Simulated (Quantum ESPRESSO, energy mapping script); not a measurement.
# MnS: exchange couplings from total energies

How strongly do the moments of MnS couple under PBE+U (6 eV), QE, GBRV? The plan is to run several orders and fit a Heisenberg model.

Calculated with Quantum ESPRESSO 7.5; PBE with U = 6 eV on Mn d, ortho-atomic projectors; plane waves, U on orthogonalised atomic orbitals unless named otherwise, collinear spin, no spin–orbit coupling.

**What experiment says.**

“Single-Crystal and Powder Neutron Diffraction Study of FeXMn1-XS Solid Solutions” (2011, arxiv:1108.4537) reports for MnS, rock salt, by neutron diffraction (x = 0): ordering temperature (Neel temperature) 150 K.

The database entry behind the starting cell differs from later determinations by our own check (an axis about 0.2 % short against later determinations), so it need not match the best structure at ambient conditions.

### Step 1. Starting point

The structure is cubic, space group Fm-3m (No. 225). Conventional cell: a = 5.209 Å, b = 5.209 Å, c = 5.209 Å, α = 90.00°, β = 90.00°, γ = 90.00°. Nearest to Mn lie 6 S at 2.60 Å. S has 6 Mn at 2.60 Å nearest. Farther neighbours and most contacts between anions are not listed.

The U corrects the self-interaction that lets semilocal functionals spread d and f electrons too far. Its value here is typed, not computed. These runs use Quantum ESPRESSO.

### Step 2. Order 1: parallel, cell A of 4 atoms

The parallel order is the zero of energy for this cell and mesh.

The potential files are GBRV's for PBE; pw.x takes the functional from them.

Contents of pw.in:

```
&control
  calculation = 'scf'
  prefix = 'pw'
  outdir = './tmp/'
  pseudo_dir = './pseudo/'
  verbosity = 'low'
/
&system
  ibrav = 0
  nat = 4
  ntyp = 2
  ecutwfc = 45
  ecutrho = 360
  nbnd = 38
  occupations = 'smearing'
  smearing = 'fd'
  degauss = 0.00367493
  nspin = 2
  starting_magnetization(1) = 0.3000
/
&electrons
  conv_thr = 1.0e-08
  electron_maxstep = 120
  mixing_beta = 0.3
  mixing_mode = 'plain'
/
ATOMIC_SPECIES
  Mn 54.9380 Mn.upf
  S 32.0600 S.upf
CELL_PARAMETERS angstrom
  0.00000000 -2.60450000 -2.60450000
  -2.60450000 0.00000000 -2.60450000
  2.60450000 2.60450000 -5.20900000
ATOMIC_POSITIONS crystal
  Mn 0.50000000 0.50000000 0.50000000
  Mn 0.00000000 0.00000000 0.00000000
  S 0.75000000 0.75000000 0.75000000
  S 0.25000000 0.25000000 0.25000000
K_POINTS automatic
  7 7 7 0 0 0
HUBBARD {ortho-atomic}
U Mn-3d 6
```

The run is started by

```
OMP_NUM_THREADS=1 mpirun -n 8 pw.x -nk 8 -in pw.in > pw.out
```

The log of the run:

```text
Program PWSCF v.7.5 starts
[...]
unit-cell volume          =     476.9026 (a.u.)^3
     number of atoms/cell      =            4
[...]
number of electrons       =        42.00
     number of Kohn-Sham states=           38
     kinetic-energy cutoff     =      45.0000  Ry
     charge density cutoff     =     360.0000  Ry
     scf convergence threshold =      1.0E-08
[...]
Exchange-correlation=  SLA  PW   PBX  PBC
[...]
Hubbard projectors: ortho-atomic
     Hubbard parameters of DFT+U (Dudarev formulation) in eV:
[...]
atomic species   magnetization
[...]
12 Sym. Ops., with inversion, found
[...]
number of k points=    44  Fermi-Dirac smearing, width (Ry)=  0.0037
[...]
Number of occupied Hubbard levels =   10.0000
     Atomic wfc used for Hubbard projectors are orthogonalized
[...]
iteration #  1     ecut=    45.00 Ry     beta= 0.30
[...]
Number of occupied Hubbard levels =   10.0167
     total energy              =    -470.45975622 Ry
     estimated scf accuracy    <       0.91420783 Ry
     total magnetization       =    10.00 Bohr mag/cell
     absolute magnetization    =    10.00 Bohr mag/cell
     iteration #  2     ecut=    45.00 Ry     beta= 0.30
[...]
total energy              =    -470.59602198 Ry
     estimated scf accuracy    <       0.05895483 Ry
     total magnetization       =    10.00 Bohr mag/cell
     absolute magnetization    =    10.00 Bohr mag/cell
     iteration #  3     ecut=    45.00 Ry     beta= 0.30
[...]
total energy              =    -470.61464068 Ry
     estimated scf accuracy    <       0.01805254 Ry
     total magnetization       =    10.00 Bohr mag/cell
     absolute magnetization    =    10.00 Bohr mag/cell
     iteration #  4     ecut=    45.00 Ry     beta= 0.30
[...]
total energy              =    -470.61582651 Ry
     estimated scf accuracy    <       0.00097009 Ry
     total magnetization       =    10.00 Bohr mag/cell
     absolute magnetization    =    10.00 Bohr mag/cell
     iteration #  5     ecut=    45.00 Ry     beta= 0.30
[...]
total energy              =    -470.61614857 Ry
     estimated scf accuracy    <       0.00009512 Ry
     total magnetization       =    10.00 Bohr mag/cell
     absolute magnetization    =    10.00 Bohr mag/cell
     iteration #  6     ecut=    45.00 Ry     beta= 0.30
[...]
total energy              =    -470.61614747 Ry
     estimated scf accuracy    <       0.00003235 Ry
     total magnetization       =    10.00 Bohr mag/cell
     absolute magnetization    =    10.00 Bohr mag/cell
     iteration #  7     ecut=    45.00 Ry     beta= 0.30
[...]
total energy              =    -470.61616057 Ry
     estimated scf accuracy    <       0.00003484 Ry
     total magnetization       =    10.00 Bohr mag/cell
     absolute magnetization    =    10.00 Bohr mag/cell
     iteration #  8     ecut=    45.00 Ry     beta= 0.30
[...]
total energy              =    -470.61616558 Ry
     estimated scf accuracy    <       0.00000082 Ry
     total magnetization       =    10.00 Bohr mag/cell
     absolute magnetization    =    10.00 Bohr mag/cell
     iteration #  9     ecut=    45.00 Ry     beta= 0.30
[...]
total energy              =    -470.61616606 Ry
     estimated scf accuracy    <       0.00000023 Ry
     total magnetization       =    10.00 Bohr mag/cell
     absolute magnetization    =    10.00 Bohr mag/cell
     iteration # 10     ecut=    45.00 Ry     beta= 0.30
[...]
total energy              =    -470.61616612 Ry
     estimated scf accuracy    <       0.00000001 Ry
     total magnetization       =    10.00 Bohr mag/cell
     absolute magnetization    =    10.00 Bohr mag/cell
     iteration # 11     ecut=    45.00 Ry     beta= 0.30
[...]
Magnetic moment per site  (integrated on atomic sphere of radius R)
     atom   1 (R=0.292)  charge= 13.1247  magn=  4.5562
     atom   2 (R=0.292)  charge= 13.1251  magn=  4.5564
     atom   3 (R=0.292)  charge=  4.7378  magn=  0.0752
     atom   4 (R=0.292)  charge=  4.7378  magn=  0.0752
     End of self-consistent calculation
     =================== HUBBARD OCCUPATIONS ===================
     ------------------------ ATOM    1 ------------------------
     Tr[ns(  1)] (up, down, total) =   4.97761  0.21261  5.19022
     Atomic magnetic moment for atom   1 =   4.76500
     SPIN  1
     eigenvalues:
       0.993  0.993  0.997  0.997  0.997
     eigenvectors (columns):
       0.452 -0.892 -0.000 -0.000  0.000
      -0.000 -0.000 -0.577  0.395 -0.714
       0.000 -0.000 -0.577  0.421  0.700
      -0.892 -0.452  0.000  0.000  0.000
      -0.000  0.000 -0.577 -0.816  0.015
     occupation matrix ns (before diag.):
       0.993 -0.000 -0.000  0.000  0.000
      -0.000  0.997 -0.000 -0.000 -0.000
      -0.000 -0.000  0.997  0.000 -0.000
[...]
------ SPIN UP ------------
          k = 0.0000 0.0000-0.0000 (  2437 PWs)   bands (ev):
   -72.3497 -72.3494 -41.0788 -41.0723 -41.0723 -41.0714 -41.0713 -41.0713
    -4.0216  -2.5944   2.3211   2.8914   2.8914   3.4522   3.4522   3.4522
     3.5608   3.5608   3.9186   3.9186   5.3047   8.7265   8.7265   8.7266
     9.9940   9.9940  12.0407  13.1285  15.6135  15.6135  18.7912  18.7912
    18.7913  18.8050  20.8802  21.9064  22.2646  22.2646
          k = 0.0505 0.0505-0.0505 (  2454 PWs)   bands (ev):
   -72.3497 -72.3494 -41.0785 -41.0723 -41.0723 -41.0718 -41.0714 -41.0714
    -3.9678  -2.6929   2.4381   2.9194   2.9194   3.4338   3.4591   3.4591
     3.5377   3.5377   3.8956   3.8956   5.3700   8.3410   8.7877   8.7877
     9.9239   9.9239  12.4293  13.2338  15.7761  15.7761  18.2906  18.6381
    18.7863  18.7863  20.8444  20.8444  21.3559  22.0942
          k = 0.1010 0.1010-0.1010 (  2451 PWs)   bands (ev):
   -72.3496 -72.3494 -41.0775 -41.0728 -41.0722 -41.0722 -41.0715 -41.0715
    -3.8110  -2.9443   2.7197   2.9996   2.9996   3.3713   3.3960   3.3960
[...]
18.5321  18.5321  20.1651  20.1651  21.5522  21.6009
          k = 0.1515 0.1515-0.1515 (  2442 PWs)   bands (ev):
[...]
17.7776  17.7776  20.3087  20.3087  20.8791  20.8791
          k =-0.1515 0.0505-0.0505 (  2434 PWs)   bands (ev):
[...]
18.6379  18.8434  19.1718  21.3422  22.1070  22.2308
          k =-0.1010 0.1010-0.1010 (  2439 PWs)   bands (ev):
[...]
18.5321  18.7412  20.1652  20.1652  21.5517  21.7654
          k =-0.0505 0.1515-0.1515 (  2447 PWs)   bands (ev):
[...]
18.1496  18.3048  19.3277  20.9546  21.1960  22.0766
          k =-0.0000 0.2020-0.2020 (  2444 PWs)   bands (ev):
[...]
17.6247  17.7262  19.2919  20.4803  21.6750  22.5143
          k =-0.3030-0.1010 0.1010 (  2457 PWs)   bands (ev):
[...]
16.9982  18.3003  19.6924  19.7146  22.0562  22.5064
          k =-0.2525-0.0505 0.0505 (  2437 PWs)   bands (ev):
[...]
17.5591  18.6707  19.0502  20.3955  21.9779  22.9281
          k =-0.2020-0.0000 0.0000 (  2443 PWs)   bands (ev):
[...]
k =-0.3030 0.1010-0.1010 (  2441 PWs)   bands (ev):
[...]
k =-0.2525 0.1515-0.1515 (  2427 PWs)   bands (ev):
[...]
k =-0.2020 0.2020-0.2020 (  2427 PWs)   bands (ev):
[...]
k =-0.1515 0.2525-0.2525 (  2442 PWs)   bands (ev):
[...]
k =-0.4546-0.0505 0.0505 (  2441 PWs)   bands (ev):
[...]
k =-0.4041 0.0000-0.0000 (  2428 PWs)   bands (ev):
[...]
k =-0.3536 0.0505-0.0505 (  2438 PWs)   bands (ev):
[... cut ...]
[...]
k =-0.4546-0.0505 0.0505 (  2441 PWs)   bands (ev):
[...]
k =-0.6061-0.0000 0.0000 (  2416 PWs)   bands (ev):
[...]
k =-0.2525-0.0505-0.1515 (  2442 PWs)   bands (ev):
[...]
k =-0.2020-0.0000-0.2020 (  2427 PWs)   bands (ev):
[...]
k =-0.1010 0.1010-0.3030 (  2453 PWs)   bands (ev):
[...]
k =-0.4041-0.2020 0.0000 (  2443 PWs)   bands (ev):
[...]
k =-0.4041 0.0000-0.2020 (  2425 PWs)   bands (ev):
[...]
k =-0.3536 0.0505-0.2525 (  2429 PWs)   bands (ev):
[...]
k =-0.3030 0.1010-0.3030 (  2421 PWs)   bands (ev):
[...]
k =-0.2525 0.1515-0.3536 (  2420 PWs)   bands (ev):
[...]
k =-0.5556-0.1515-0.0505 (  2435 PWs)   bands (ev):
[...]
k =-0.5051-0.1010-0.1010 (  2440 PWs)   bands (ev):
[...]
k =-0.4546-0.0505-0.1515 (  2443 PWs)   bands (ev):
[...]
k = 0.5051-0.3030 0.1010 (  2430 PWs)   bands (ev):
[...]
k = 0.6061-0.2020 0.0000 (  2413 PWs)   bands (ev):
[...]
k = 0.6566-0.1515-0.0505 (  2420 PWs)   bands (ev):
[...]
k = 0.3536-0.4546 0.2525 (  2410 PWs)   bands (ev):
[...]
20.3233  21.9642  22.8485  23.0992  23.3664  23.7711
          k = 0.5556-0.4546 0.0505 (  2425 PWs)   bands (ev):
[...]
19.4071  19.6336  22.1685  22.6051  23.3549  24.2775
          k = 0.6061-0.4041 0.0000 (  2422 PWs)   bands (ev):
[...]
19.0325  19.0373  21.6918  23.1816  23.8154  23.8530
          k = 0.6566-0.3536-0.0505 (  2426 PWs)   bands (ev):
[...]
14.5771  15.0227  15.5795  16.6385  17.5471  18.1206  18.1482  18.3143
    18.4766  18.8251  21.4904  23.4290  23.6551  24.6662
          k = 0.4546-0.5556 0.1515 (  2415 PWs)   bands (ev):
   -67.1107 -67.1106 -35.9542 -35.9540 -35.9509 -35.9501 -35.9484 -35.9483
    -2.2636  -2.2109   4.9314   5.0478   6.1327   6.4304   7.3753   7.4352
    12.9020  13.0900  13.8462  13.8891  14.1343  14.1946  14.4265  14.4526
    14.5420  14.5892  15.2668  15.5141  17.2174  17.6224  18.7587  19.0435
    19.4513  19.5833  22.6231  22.9649  23.0233  24.0865
     the Fermi energy is    10.6342 ev
!    total energy              =    -470.61616615 Ry
     estimated scf accuracy    <          1.6E-10 Ry
     smearing contrib. (-TS)   =      -0.00000002 Ry
     internal energy E=F+TS    =    -470.61616614 Ry
     The total energy is F=E-TS. E is the sum of the following terms:
     one-electron contribution =    -264.73853868 Ry
     hartree contribution      =     147.57244668 Ry
     xc contribution           =     -70.56086916 Ry
     ewald contribution        =    -282.98656422 Ry
     Hubbard energy            =       0.09735924 Ry
     total magnetization       =    10.00 Bohr mag/cell
     absolute magnetization    =    10.00 Bohr mag/cell
     convergence has been achieved in  11 iterations
=------------------------------------------------------------------------------=
   JOB DONE.
=------------------------------------------------------------------------------=
```

It took 39 s on 8 MPI ranks of Intel Xeon Platinum 8375C at 2.90GHz (Ice Lake), shared host; peak memory 1.1 GiB.

Spin moment in the sphere by atom:

```
atom  spin moment in the sphere (μB)
 Mn1                            4.56
 Mn2                            4.56
  S3                            0.08
  S4                            0.08
```

The run ends ferromagnetic.

### Step 3. Order 2: compensated +−, cell A of 4 atoms

This order reverses 6 of the 12 neighbours at 3.68 Å, 6 of the 6 neighbours at 5.21 Å and 12 of the 24 neighbours at 6.38 Å, counted for an average magnetic atom.

pw.in: that of step 2 with these lines changed.

```diff
@@ -10,6 +10,6 @@
   nat = 4
-  ntyp = 2
+  ntyp = 3
   ecutwfc = 45
   ecutrho = 360
-  nbnd = 38
+  nbnd = 33
   occupations = 'smearing'
@@ -19,2 +19,3 @@
   starting_magnetization(1) = 0.3000
+  starting_magnetization(2) = -0.3000
 /
@@ -27,3 +28,4 @@
 ATOMIC_SPECIES
-  Mn 54.9380 Mn.upf
+  Mn1 54.9380 Mn.upf
+  Mn2 54.9380 Mn.upf
   S 32.0600 S.upf
@@ -34,4 +36,4 @@
 ATOMIC_POSITIONS crystal
-  Mn 0.50000000 0.50000000 0.50000000
-  Mn 0.00000000 0.00000000 0.00000000
+  Mn1 0.50000000 0.50000000 0.50000000
+  Mn2 0.00000000 0.00000000 0.00000000
   S 0.75000000 0.75000000 0.75000000
@@ -41,2 +43,3 @@
 HUBBARD {ortho-atomic}
-U Mn-3d 6
+U Mn1-3d 6
+U Mn2-3d 6
```

The log of the run:

```text
[banner, memory and clock lines left out]
Program PWSCF v.7.5 starts
[...]
unit-cell volume          =     476.9026 (a.u.)^3
     number of atoms/cell      =            4
[...]
number of electrons       =        42.00
     number of Kohn-Sham states=           33
     kinetic-energy cutoff     =      45.0000  Ry
     charge density cutoff     =     360.0000  Ry
     scf convergence threshold =      1.0E-08
[...]
Exchange-correlation=  SLA  PW   PBX  PBC
[...]
Hubbard projectors: ortho-atomic
     Hubbard parameters of DFT+U (Dudarev formulation) in eV:
[...]
atomic species   magnetization
[...]
12 Sym. Ops., with inversion, found
[...]
number of k points=    44  Fermi-Dirac smearing, width (Ry)=  0.0037
[...]
Number of occupied Hubbard levels =   10.0000
     Atomic wfc used for Hubbard projectors are orthogonalized
[...]
iteration #  1     ecut=    45.00 Ry     beta= 0.30
[...]
Number of occupied Hubbard levels =   10.0355
     total energy              =    -470.45575113 Ry
     estimated scf accuracy    <       0.92754581 Ry
     total magnetization       =     0.00 Bohr mag/cell
     absolute magnetization    =     9.53 Bohr mag/cell
     iteration #  2     ecut=    45.00 Ry     beta= 0.30
[...]
total energy              =    -470.59678646 Ry
     estimated scf accuracy    <       0.05972645 Ry
     total magnetization       =    -0.00 Bohr mag/cell
     absolute magnetization    =     9.63 Bohr mag/cell
     iteration #  3     ecut=    45.00 Ry     beta= 0.30
[...]
total energy              =    -470.61802249 Ry
     estimated scf accuracy    <       0.01896542 Ry
     total magnetization       =     0.00 Bohr mag/cell
     absolute magnetization    =     9.62 Bohr mag/cell
[...]
total energy              =    -470.62014941 Ry
[...]
iteration # 12     ecut=    45.00 Ry     beta= 0.30
[...]
total energy              =    -470.62014941 Ry
     estimated scf accuracy    <       0.00000002 Ry
     total magnetization       =    -0.00 Bohr mag/cell
     absolute magnetization    =     9.64 Bohr mag/cell
     iteration # 13     ecut=    45.00 Ry     beta= 0.30
[...]
Magnetic moment per site  (integrated on atomic sphere of radius R)
     atom   1 (R=0.292)  charge= 13.1298  magn=  4.4988
     atom   2 (R=0.292)  charge= 13.1302  magn= -4.4990
     atom   3 (R=0.292)  charge=  4.7347  magn= -0.0000
[...]
19.4842
          k = 0.0505 0.0505-0.0505 (  2454 PWs)   bands (ev):
[...]
19.4507
          k = 0.1010 0.1010-0.1010 (  2451 PWs)   bands (ev):
[...]
19.1865
          k = 0.1515 0.1515-0.1515 (  2442 PWs)   bands (ev):
[...]
k =-0.1515 0.0505-0.0505 (  2434 PWs)   bands (ev):
[...]
k =-0.1010 0.1010-0.1010 (  2439 PWs)   bands (ev):
[...]
k =-0.0505 0.1515-0.1515 (  2447 PWs)   bands (ev):
[...]
k =-0.3030-0.1010 0.1010 (  2457 PWs)   bands (ev):
[...]
k =-0.2525-0.0505 0.0505 (  2437 PWs)   bands (ev):
[...]
k =-0.2020-0.0000 0.0000 (  2443 PWs)   bands (ev):
[...]
[... cut ...]
[...]
k =-0.6061-0.0000 0.0000 (  2416 PWs)   bands (ev):
[...]
k =-0.2525-0.0505-0.1515 (  2442 PWs)   bands (ev):
[...]
k =-0.2020-0.0000-0.2020 (  2427 PWs)   bands (ev):
[...]
k =-0.4041-0.2020 0.0000 (  2443 PWs)   bands (ev):
[...]
k =-0.3030 0.1010-0.3030 (  2421 PWs)   bands (ev):
[...]
k =-0.2525 0.1515-0.3536 (  2420 PWs)   bands (ev):
[...]
k =-0.5556-0.1515-0.0505 (  2435 PWs)   bands (ev):
[...]
k =-0.5051-0.1010-0.1010 (  2440 PWs)   bands (ev):
[...]
k =-0.4546-0.0505-0.1515 (  2443 PWs)   bands (ev):
[...]
k = 0.5051-0.3030 0.1010 (  2430 PWs)   bands (ev):
[...]
k = 0.6061-0.2020 0.0000 (  2413 PWs)   bands (ev):
[...]
k = 0.6566-0.1515-0.0505 (  2420 PWs)   bands (ev):
[...]
k = 0.3536-0.4546 0.2525 (  2410 PWs)   bands (ev):
[...]
k = 0.5556-0.4546 0.0505 (  2425 PWs)   bands (ev):
[...]
k = 0.6061-0.4041 0.0000 (  2422 PWs)   bands (ev):
[...]
k = 0.6566-0.3536-0.0505 (  2426 PWs)   bands (ev):
[...]
18.0155
          k = 0.4546-0.5556 0.1515 (  2415 PWs)   bands (ev):
[...]
5.3924   6.3959   6.7528   8.0672   8.3141  12.8119  13.4373  13.9174
    14.0213  14.4147  14.6921  14.9411  16.6837  17.1290  18.2613  18.6814
    18.8709
     the Fermi energy is    10.7619 ev
!    total energy              =    -470.62014942 Ry
     estimated scf accuracy    <          1.6E-10 Ry
     smearing contrib. (-TS)   =      -0.00000000 Ry
     internal energy E=F+TS    =    -470.62014942 Ry
     The total energy is F=E-TS. E is the sum of the following terms:
     one-electron contribution =    -264.84357897 Ry
     hartree contribution      =     147.65076233 Ry
     xc contribution           =     -70.54828660 Ry
     ewald contribution        =    -282.98656422 Ry
     Hubbard energy            =       0.10751803 Ry
     total magnetization       =     0.00 Bohr mag/cell
     absolute magnetization    =     9.64 Bohr mag/cell
     convergence has been achieved in  13 iterations
```

Elapsed: 42 s, on 8 MPI ranks; peak memory 1.1 GiB.

Spin moment in the sphere by atom:

```csv
atom,spin moment in the sphere (μB)
Mn1,4.50
Mn2,-4.50
S3,0.00
S4,0.00
```

The run ends antiferromagnetic, 27.10 meV a magnetic atom below the parallel order of its cell.

### Step 4. Order 3: parallel, cell B of 4 atoms

The parallel order again, as the reference for this cell.

This run holds the same structure in another cell (c 6.380 → 5.209 Å, α 73.2 → 90.0°, β 73.2 → 90.0°, γ 60.0 → 90.0°).

Contents of pw.in:

```
&control
  calculation = 'scf'
  prefix = 'pw'
  outdir = './tmp/'
  pseudo_dir = './pseudo/'
  verbosity = 'low'
/
&system
  ibrav = 0
  nat = 4
  ntyp = 2
  ecutwfc = 45
  ecutrho = 360
  nbnd = 38
  occupations = 'smearing'
  smearing = 'fd'
  degauss = 0.00367493
  nspin = 2
  starting_magnetization(1) = 0.3000
/
&electrons
  conv_thr = 1.0e-08
  electron_maxstep = 120
  mixing_beta = 0.3
  mixing_mode = 'plain'
/
ATOMIC_SPECIES
  Mn 54.9380 Mn.upf
  S 32.0600 S.upf
CELL_PARAMETERS angstrom
  0.00000000 -2.60450000 -2.60450000
  0.00000000 2.60450000 -2.60450000
  5.20900000 0.00000000 0.00000000
ATOMIC_POSITIONS crystal
  Mn 0.50000000 0.50000000 0.50000000
  Mn 0.00000000 0.00000000 0.00000000
  S 0.50000000 0.50000000 0.00000000
  S 0.00000000 0.00000000 0.50000000
K_POINTS automatic
  6 6 4 0 0 0
HUBBARD {ortho-atomic}
U Mn-3d 6
```

The log of the run:

```text
[banner, memory and clock lines left out]
Program PWSCF v.7.5 starts
[...]
unit-cell volume          =     476.9026 (a.u.)^3
     number of atoms/cell      =            4
[...]
number of electrons       =        42.00
     number of Kohn-Sham states=           38
     kinetic-energy cutoff     =      45.0000  Ry
     charge density cutoff     =     360.0000  Ry
[...]
The total energy is F=E-TS. E is the sum of the following terms:
     one-electron contribution =    -264.73914928 Ry
     hartree contribution      =     147.57351709 Ry
     xc contribution           =     -70.56119817 Ry
     ewald contribution        =    -282.98656422 Ry
     Hubbard energy            =       0.09734799 Ry
     total magnetization       =    10.00 Bohr mag/cell
     absolute magnetization    =    10.00 Bohr mag/cell
     convergence has been achieved in  11 iterations
[key lines of the parts left out:]
!    total energy              =    -470.61604672 Ry
the Fermi energy is    10.5308 ev
```

Elapsed: 27 s, on 8 MPI ranks; peak memory 0.99 GiB.

The run ends ferromagnetic. For each magnetic atom its energy differs from the parallel run of the first cell by 0.81 meV, an error that one common reference would have brought in.

(Part 1 of 3 ends here.)

[Logs and program files are shortened in this print: banners, set-up blocks, solver, clock and traceback lines can be left out without a mark of their own.]

[Logs are printed without paths, hosts, clocks, repeated set-up lines and the standing remarks that a program may print on its own settings, such as how far it seeks lower states.]

[Hosts, paths, dates, database ids (printed as entryN), source tags and the programs' standing remarks are cut or masked in the printed files.]

[Where a cell is said to come from a database of computed structures, the database is the Materials Project.]
